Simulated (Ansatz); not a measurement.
## Structural relaxation of (11,0) carbon nanotube bundle (176 atoms)

Wanted: the relaxed structure of (11,0) carbon nanotube bundle (176 atoms) and its electronic structure.

Method: Kohn-Sham DFT, PBEsol, PAW (set soft_2), plane waves, in Ansatz 0.2.0.

**1. The structure**

The cell holds 176 atoms: 176 C. Its edges and angles: a = 11.913 Å, b = 11.913 Å, c = 17.043 Å, α = 90.0°, β = 90.0°, γ = 120.0°. It derives from C (graphene). Graphene sheet (a = 2.46 Å) rolled into a (11,0) tube of diameter 8.61 Å, 4 periods, hexagonal bundle with 3.3 Å between walls; then minimised and run for 3 ps at 600 K (NVT) with a classical potential, last frame taken.

Before any run, some limits are plain. Sampling is at Γ alone, for a cell whose shortest periodic width is 10 Å.

**2. Single point at the start**

The forces at the start show how far the geometry lies from a minimum of this functional.

input.yaml reads:

```yaml
crystal:
  lattice:
    - [11.91347, 0.0, 0.0]
    - [-5.95673, 10.31736, 0.0]
    - [0.0, 0.0, 17.04338]
  atoms:
    - { symbol: C, position: [0.23253, 0.8022, 0.07902] }
    - { symbol: C, position: [0.29448, 0.92074, 0.04159] }
    - { symbol: C, position: [0.3486, 0.03596, 0.07827] }
    - { symbol: C, position: [0.39406, 0.15318, 0.04056] }
    - { symbol: C, position: [0.31807, 0.92481, 0.20604] }
    - { symbol: C, position: [0.36328, 0.04071, 0.16085] }
    - { symbol: C, position: [0.40124, 0.26297, 0.08287] }
    - { symbol: C, position: [0.37033, 0.3448, 0.04254] }
    - { symbol: C, position: [0.39647, 0.15135, 0.20514] }
    - { symbol: C, position: [0.41948, 0.26996, 0.16591] }
    - { symbol: C, position: [0.30562, 0.39482, 0.08631] }
    - { symbol: C, position: [0.21547, 0.40878, 0.04371] }
    - { symbol: C, position: [0.39213, 0.35689, 0.20626] }
    - { symbol: C, position: [0.30845, 0.39445, 0.16684] }
    - { symbol: C, position: [0.1098, 0.3969, 0.0818] }
    - { symbol: C, position: [0.98867, 0.35111, 0.04068] }
    - { symbol: C, position: [0.2236, 0.42331, 0.20834] }
    - { symbol: C, position: [0.11361, 0.40681, 0.16278] }
    - { symbol: C, position: [0.87777, 0.27632, 0.08692] }
    - { symbol: C, position: [0.76091, 0.19395, 0.04462] }
    - { symbol: C, position: [0.99468, 0.34929, 0.20755] }
    - { symbol: C, position: [0.87639, 0.26903, 0.17091] }
    - { symbol: C, position: [0.67764, 0.07386, 0.08185] }
    - { symbol: C, position: [0.60724, 0.95377, 0.04219] }
    - { symbol: C, position: [0.76487, 0.18066, 0.21212] }
    - { symbol: C, position: [0.66718, 0.06974, 0.1662] }
    - { symbol: C, position: [0.578, 0.8355, 0.08489] }
    - { symbol: C, position: [0.60045, 0.74802, 0.0419] }
    - { symbol: C, position: [0.5925, 0.94834, 0.20717] }
    - { symbol: C, position: [0.57538, 0.83676, 0.17124] }
    - { symbol: C, position: [0.64764, 0.68021, 0.0831] }
    - { symbol: C, position: [0.70147, 0.61637, 0.04087] }
    [... 138 atom lines left out ...]
    - { symbol: C, position: [0.01194, 0.62178, 0.83067] }
    - { symbol: C, position: [0.13477, 0.69763, 0.79052] }
    - { symbol: C, position: [0.89365, 0.58227, 0.95374] }
    - { symbol: C, position: [0.01289, 0.61492, 0.91605] }
    - { symbol: C, position: [0.1363, 0.69047, 0.9558] }
    - { symbol: C, position: [0.23521, 0.81259, 0.91657] }
kpoints:
  mp_grid: { grid: [1, 1, 1] }
hamiltonian:
  xc: pbesol
scf:
  occupations: { method: gaussian, width: 0.05 }
output:
  forces: true
  stress: true
  populations: true
  dos:
    method: { smearing: { sigma: 0.15 } }
    de: 0.1
    projected: { site_lists: { C: [C] } }
  eigenvalues: true
```

Launch:

```console
$ ansatz run input.yaml --threads 4 --pin off --max-ram 8192MiB --backend cpu --events-out ev --progress --plain --runs-dir out
```

Numbers of over 12 decimals in the logs are rounded to 6 here.

What it wrote:

```text
Engine: ansatz 0.2.0, aarch64-unknown-linux-gnu
Pseudopotentials: kind: paw
Pseudopotential: C, paw, valence charge 4, recommended cutoff 420 eV (normal), C.paw.azcp
[... 3 lines on functional and potentials left out ...]
Crystal: 176 atoms, lattice volume = 2094.897 Å³
Basis set: ecut = 420 eV, 41001 PW (Γ), exchange–correlation on 160×160×240 points (8 copies of the dense FFT grid, shifted against one another)
Bands: 528, of which v1, the nominal top of the filled ones, is band 352 counted from 1 (351 counted from 0)
Symmetry: 1 space group operations
Space group: P1 (ITA 1), of the structure as read, at distance tolerance 1.3e-4 Å
k-points: 1
[... 4 lines on functional and potentials left out ...]
Initial density: superposition of atomic densities (neutral atoms: chi_scale 0, normalization atom), corrected by the library's trained network
Initial wavefunctions: pseudopotential atomic-orbital guess
Functional: x = pbesol(κ = 0.804, μ = 0.123457), c = pbesol(β = 0.046)
SCF iter   1: F=—  HF=-43382.023885 eV  |F-HF|=—  |Δ(HF+E_count)|=         —  Δρ=4.60e-3  dr2=5.09e-1  ethr=1.77e-3  ⟨swp⟩=7.0  Hψ=2641  notcnv=0  defer=147
preconditioner: auto → Resta (q_TF=auto, 2.275 Å⁻¹)  ε∞=3.1  [insulator: Δε(μ)=0.504 eV  Ē_g=14.997 eV  σ=0.050 eV  W_gap=1.00  n_scr=426 (ndim 8)  ℏωp=21.5 eV  f_vac=0.270  D(μ)=0.00/eV (n_scr^D=0)  ε∞_Penn≈3.1  vacuum switching on, ρ_ref=1.6e-2 e/Å³]
SCF iter   2: F=—  HF=-43382.035557 eV  |F-HF|=—  |Δ(HF+E_count)|=   1.17e-2  Δρ=2.24e-3  dr2=1.20e-1  ethr=7.23e-5  ⟨swp⟩=2.0  Hψ=699  notcnv=0  defer=165
SCF iter   3: F=—  HF=-43382.076271 eV  |F-HF|=—  |Δ(HF+E_count)|=   4.07e-2  Δρ=1.13e-3  dr2=9.10e-2  ethr=1.70e-5  ⟨swp⟩=2.0  Hψ=585  notcnv=0  defer=165
SCF iter   4: F=—  HF=-43382.085427 eV  |F-HF|=—  |Δ(HF+E_count)|=   9.16e-3  Δρ=4.27e-4  dr2=8.47e-3  ethr=1.29e-5  ⟨swp⟩=2.0  Hψ=451  notcnv=0  defer=165
SCF iter   5: F=—  HF=-43382.090260 eV  |F-HF|=—  |Δ(HF+E_count)|=   4.83e-3  Δρ=1.85e-4  dr2=1.35e-3  ethr=1.20e-6  ⟨swp⟩=2.0  Hψ=569  notcnv=0  defer=165
SCF iter   6: F=—  HF=-43382.091203 eV  |F-HF|=—  |Δ(HF+E_count)|=   9.43e-4  Δρ=7.62e-5  dr2=2.79e-4  ethr=1.92e-7  ⟨swp⟩=2.0  Hψ=576  notcnv=0  defer=165
SCF iter   7: F=—  HF=-43382.091298 eV  |F-HF|=—  |Δ(HF+E_count)|=   9.47e-5  Δρ=3.18e-5  dr2=5.49e-5  ethr=3.97e-8  ⟨swp⟩=3.0  Hψ=713  notcnv=0  defer=165
SCF iter   8: F=—  HF=-43382.093194 eV  |F-HF|=—  |Δ(HF+E_count)|=   1.90e-3  Δρ=2.07e-5  dr2=6.97e-5  ethr=7.80e-9  ⟨swp⟩=2.0  Hψ=692  notcnv=0  defer=167
SCF iter   9: F=—  HF=-43382.093191 eV  |F-HF|=—  |Δ(HF+E_count)|=   3.13e-6  Δρ=7.91e-6  dr2=3.54e-6  ethr=7.80e-9  ⟨swp⟩=2.0  Hψ=437  notcnv=0  defer=167
SCF iter  10: F=—  HF=-43382.093191 eV  |F-HF|=—  |Δ(HF+E_count)|=   1.91e-7  Δρ=3.42e-6  dr2=4.11e-7  ethr=5.03e-10  ⟨swp⟩=2.0  Hψ=576  notcnv=0  defer=167
SCF iter  11: F=-43382.093191 eV  HF=-43382.093191 eV  |F-HF|=1.72e-8  |Δ(HF+E_count)|=   6.38e-8  Δρ=1.51e-6  dr2=4.80e-8  ethr=1.42e-11  ⟨swp⟩=24.0  Hψ=4152  notcnv=0
SCF 1 converged in 11 iterations: F = -43382.093191 eV  dr2 = 4.80e-8
  greatest PAW one-centre occupation: 0.703 electrons in one spin orbital (limit 2), on the C atom at site 1 (counted from 0), in its partial waves of l = 0
SCF converged after 11 iterations
Free energy (F): -43382.093191 eV
Harris-Foulkes:  -43382.093191 eV  (|F-HF|=1.72e-8)
Internal energy: -43382.093191 eV  (E = F + TS)
E sigma→0 (E₀):  -43382.093191 eV
Fermi energy:    4.151799 eV
--- Per-component energies (eV) ---
  E_band       = -3580.256445
  E_kinetic    = 16029.912222
  E_local      = -52608.486036  (includes V_loc(G=0)·N_el)
  E_nonlocal   = 4840.387408
  E_hartree    = 19899.808938
  E_xc         = -8380.738973
  E_vxc        = -10415.218415  (∫ρ·V_xc dr)
  E_paw        = -16807.216487  (= ΣΔE_a)
  E_vpaw       = -1226.460411  (= ΣTr[D̂ρ^β])
  E_aug_tail   = 0.001501  (compensation charges beyond the density's cutoff)
  E_ewald      = -6359.475453
  E_core_change = 3.713689  (= ΣΔE_core)
  E_smearing   = -0.000000  (= −TS)
  E_closure    = 0.000000  (closes the sum)
  Σ components = -43382.093191   (vs F -43382.093191, Δ=0.00e0)
--- Forces (eV/Å), atoms counted from 1 ---
  atom   1  C      0.01684351     0.77618055     2.36146743
  atom   2  C      1.12618915    -0.48156373    -0.58963731
  atom   3  C      1.22253721     1.80148102     3.56957880
  atom   4  C     -0.55174402     2.18570535     1.32475489
  atom   5  C     -1.56944206    -0.91259185    -1.82337246
  atom   6  C      0.11939706    -0.89359427     1.67260049
  atom   7  C      2.22740141    -1.25843212     0.60704342
  atom   8  C      0.84557627     0.40248162    -1.09536337
  atom   9  C     -1.11135848     2.83443013     0.22236728
  atom  10  C     -1.05537803    -1.67701759    -0.73012994
  atom  11  C      0.98750036     0.00927761    -1.35719625
  atom  12  C     -0.03699760     0.64015056    -3.15363307
  atom  13  C     -2.24823802    -0.42324626     1.71207641
  atom  14  C      1.31982399     1.26173104     1.34059299
[...]
atom 175  C     -1.62915600     2.12835591     0.69431458
  atom 176  C     -0.35721389    -2.61968686    -0.63863120
  max |Σ_I F_I| component: 5.76e-5 eV/Å
--- Stress (GPa, compression-positive) ---
        4.600719       0.004551       0.267816
        0.004551       4.384505       0.187790
        0.267816       0.187790      -0.037935
  P = ⅓ Tr σ = 2.9824 GPa (29.824 kbar)
--- Band table (eV) ---
  k-point 0: bands = ["-15.7545", "-15.5467", "-15.5223", "-15.3946", [... 512 levels ...], "12.7465", "12.7870", "12.8139", "12.8335", "12.8568", "12.8764", "12.8820", "12.9127", "12.9515", "12.9620", "12.9806", "13.0167"]
--- Löwdin populations: 176 sites ---
  site symbol       q [e]
     0      C      3.9623
     1      C      3.9530
     2      C      3.9623
[...]
175      C      3.9593
  spilling = 0.009630 (of n_electrons = 704.000000)
```

Wall time 61 s (4 threads of Arm Neoverse V2, shared host); peak memory 3 GiB; 3.9 min of CPU time.

Reading the cycles: dr2 is the Hartree energy of the density residual (eV), the measure of convergence; HF is the Harris–Foulkes estimate of the energy, which meets the free energy F at convergence.

Numbers from this run:

```yaml
free_energy: -43382.0932 eV
free_energy_per_atom: -246.4892 eV/atom
scf_cycles: 11
pressure: 2.982 GPa
r_m_s_force_component: 1.504 eV/Å
longest_force: 5.417 eV/Å
fermi_energy: 4.152 eV
spacing_of_highest_filled_and_lowest_empty_level: 0.5034 eV
spilling_of_the_projection: 0.00963
```

The r.m.s. force component of 1.5 eV/Å and the pressure of 3.0 GPa set the starting point.

Length of the force by element:

```csv
element,coordination,atoms,mean length of the force (eV/Å),spread,least,most
C,all,176,2.41,1.00,0.163,5.42
```

**3. Relaxation**

The atoms are relaxed in the fixed cell, aiming at the force tolerance of the input.

input.yaml, the sections that differ from step 2:

```yaml
output:
  forces: true
relax:
  f_tol: 0.05
  max_steps: 112
# crystal, kpoints, hamiltonian, scf: as in step 2
```

What it wrote:

```text
[...]
Crystal: 176 atoms, lattice volume = 2094.897 Å³
Basis set: ecut = 420 eV, 41001 PW (Γ), exchange–correlation on 160×160×240 points (8 copies of the dense FFT grid, shifted against one another)
Bands: 528, of which v1, the nominal top of the filled ones, is band 352 counted from 1 (351 counted from 0)
Symmetry: 1 space group operations
[...]
k-points: 1
[...]
SCF iter   1: F=—  HF=-43382.023884 eV  |F-HF|=—  |Δ(HF+E_count)|=         —  Δρ=4.60e-3  dr2=5.09e-1  ethr=1.77e-3  ⟨swp⟩=7.0  Hψ=2641  notcnv=0  defer=147
[...]
SCF iter   9: F=-43382.093190 eV  HF=-43382.093190 eV  |F-HF|=5.83e-7  |Δ(HF+E_count)|=   3.54e-6  Δρ=6.89e-6  dr2=1.74e-6  ethr=7.78e-9  ⟨swp⟩=2.0  Hψ=1125  notcnv=0
SCF 1 converged in 9 iterations: F = -43382.093190 eV  dr2 = 1.74e-6
[...]
relax step   1: F+E_penalty+E_count = -43382.09318965 eV  Δ(F+E_penalty+E_count) = +0.000e0 eV  max|allowed force component| = 4.899e0 eV/Å  Δτ_max = 0.0000 Å  (9 SCF iters, dr2 threshold 6.25e-5 eV, accepted)
[...]
relax step   2: F+E_penalty+E_count = -43394.58525243 eV  Δ(F+E_penalty+E_count) = -1.249e1 eV  max|allowed force component| = 2.294e0 eV/Å  Δτ_max = 0.1948 Å  (7 SCF iters, dr2 threshold 1.00e-4 eV, accepted)
[...]
relax step   3: F+E_penalty+E_count = -43397.47767998 eV  Δ(F+E_penalty+E_count) = -2.892e0 eV  max|allowed force component| = 2.523e-1 eV/Å  Δτ_max = 0.2000 Å  (8 SCF iters, dr2 threshold 1.00e-4 eV, accepted)
relax step   4: F+E_penalty+E_count = -43397.53887435 eV  Δ(F+E_penalty+E_count) = -6.119e-2 eV  max|allowed force component| = 2.515e-2 eV/Å  Δτ_max = 0.0460 Å  (8 SCF iters, dr2 threshold 3.98e-6 eV, accepted)
[...]
relax step   5: F+E_penalty+E_count = -43397.53887552 eV  Δ(F+E_penalty+E_count) = -1.168e-6 eV  max|allowed force component| = 2.507e-2 eV/Å  Δτ_max = 0.0000 Å  (5 SCF iters, accepted)
SCF converged after 5 iterations
Free energy (F): -43397.538876 eV
[...]
Internal energy: -43397.538876 eV  (E = F + TS)
E sigma→0 (E₀):  -43397.538876 eV
Fermi energy:    4.174953 eV
[...]
--- Forces (eV/Å), atoms counted from 1 ---
  atom   1  C     -0.00378195     0.00935780    -0.00692622
  atom   2  C      0.01072137     0.00608457    -0.01620241
  atom   3  C      0.00926937     0.00352092     0.02379572
  atom   4  C      0.00137900    -0.00048391     0.00719637
  atom   5  C      0.00828280     0.00258778     0.01873428
  atom   6  C      0.00620717    -0.00676433    -0.01891554
  atom   7  C      0.00559689    -0.01100097    -0.00017178
  atom   8  C      0.00216997     0.00305642     0.00095961
  atom   9  C     -0.00539940     0.00959718     0.00506340
  atom  10  C      0.00713912    -0.01555268     0.00539814
  atom  11  C      0.00234167     0.00084321     0.00401752
  atom  12  C     -0.00848776     0.00670612    -0.00636728
  atom  13  C     -0.00987839     0.01099979     0.00801805
  atom  14  C     -0.00492741     0.00444499    -0.00485590
[...]
atom 175  C     -0.00628861     0.00953654     0.00187967
  atom 176  C     -0.00546932     0.00876810    -0.00412789
  max |Σ_I F_I| component: 1.59e-5 eV/Å
--- Relaxed structure (5 steps of the walk, 5 accepted, 0 SCFs on fresh bases) ---
  F+E_penalty+E_count = -43397.53887552 eV   max|allowed force component| = 2.507e-2 eV/Å
  atoms:
    - { symbol: C, position: [0.231657, 0.811718, 0.083398] }
    - { symbol: C, position: [0.319297, 0.925797, 0.041561] }
    - { symbol: C, position: [0.380742, 0.045076, 0.083346] }
    - { symbol: C, position: [0.412450, 0.160602, 0.041600] }
[...]
- { symbol: C, position: [0.231768, 0.811672, 0.916582] }
```

Run time: 2.2 min. Hardware: 4 threads; peak memory 2.9 GiB.

Step by step:

```csv
step,energy less that of the first step (eV),largest force component (eV/Å)
1,0.0000,4.8988
2,-12.4921,2.2937
3,-15.3845,0.2523
4,-15.4457,0.0251
5,-15.4457,0.0251
```

The atoms that moved most (Å):

```csv
atom,dx,dy,dz,length
C175,-0.274,0.229,0.044,0.360
C3,0.329,0.094,0.087,0.353
C37,-0.114,-0.328,-0.032,0.349
C48,0.323,0.090,0.047,0.338
C174,-0.210,0.233,0.010,0.314
C167,-0.079,-0.290,0.049,0.305
C31,-0.136,-0.254,0.005,0.288
C29,0.266,0.065,0.020,0.275
```

The relaxation changed the energy by -87.8 meV/atom, and atoms moved by 0.15 Å r.m.s., 0.36 Å at most.

**4. Structure statistics after relaxation**

Bonds before and after, by the cutoffs listed below:

```csv
pair,bonds before,bonds after,mean before (Å),mean after (Å),spread before (Å),spread after (Å)
C-C,264,264,1.420,1.421,0.036,0.002
```

Density 1.68 g/cm³, 11.90 Å³ an atom.

Pair distribution function in bins of 0.2 Å:

```csv
r (Å),total
1.40,7.00
1.60,0.00
1.80,0.00
2.00,0.00
2.20,0.00
2.40,4.71
2.60,0.00
2.80,1.78
3.00,0.00
3.20,0.04
3.40,0.18
3.60,1.00
3.80,1.67
4.00,0.32
4.20,2.14
4.40,0.47
4.60,0.90
4.80,0.68
5.00,1.72
5.20,0.90
5.40,0.91
5.60,0.77
5.80,0.72
6.00,1.05
6.20,0.99
6.40,1.08
6.60,1.46
6.80,0.73
```

Bonds by pair of elements; cutoffs follow the first minimum of g(r), held within bounds set by covalent radii, and pairs that aren't listed don't count as bonded:

```csv
pair A-B,cutoff (Å),bonds,mean length (Å),spread (Å),shortest (Å),B about A,A about B
C-C,1.82,264,1.42,0.002,1.42,3,3
```

How many atoms have how many bonded neighbours:

```csv
element,mean,3
C,3,176
```

Bond angles, per cent of each kind in bins of 5°:

```csv
angle (°),C-C-C
115–120,39.2
120–125,60.8
```

Bond angles (no mean is given where the spread exceeds 20°):

```csv
angle,count,mean (°),spread (°)
C-C-C,528,119,1
```

Rings of the network by King's shortest-path rule, up to 12 atoms, one path for each pair of neighbours; H, halogens, alkali and alkaline-earth atoms are left out, and the last column divides by all other atoms, bonded or not:

```csv
ring size (atoms),rings,per network atom
6,88,0.5
```

Counting bonds as in the table, all C atoms have 3 bonded neighbours. The C-C-C angle averages 119° with a spread of 1.0°. All rings counted have 6 atoms.

(Part 1 of 2 ends here.)

[Logs are printed without paths, hosts, clocks, repeated set-up lines and the standing remarks that a program may print on its own settings, such as how far it seeks lower states.]

[Hosts, paths, dates, database ids (printed as entryN), source tags and the programs' standing remarks are cut or masked in the printed files.]
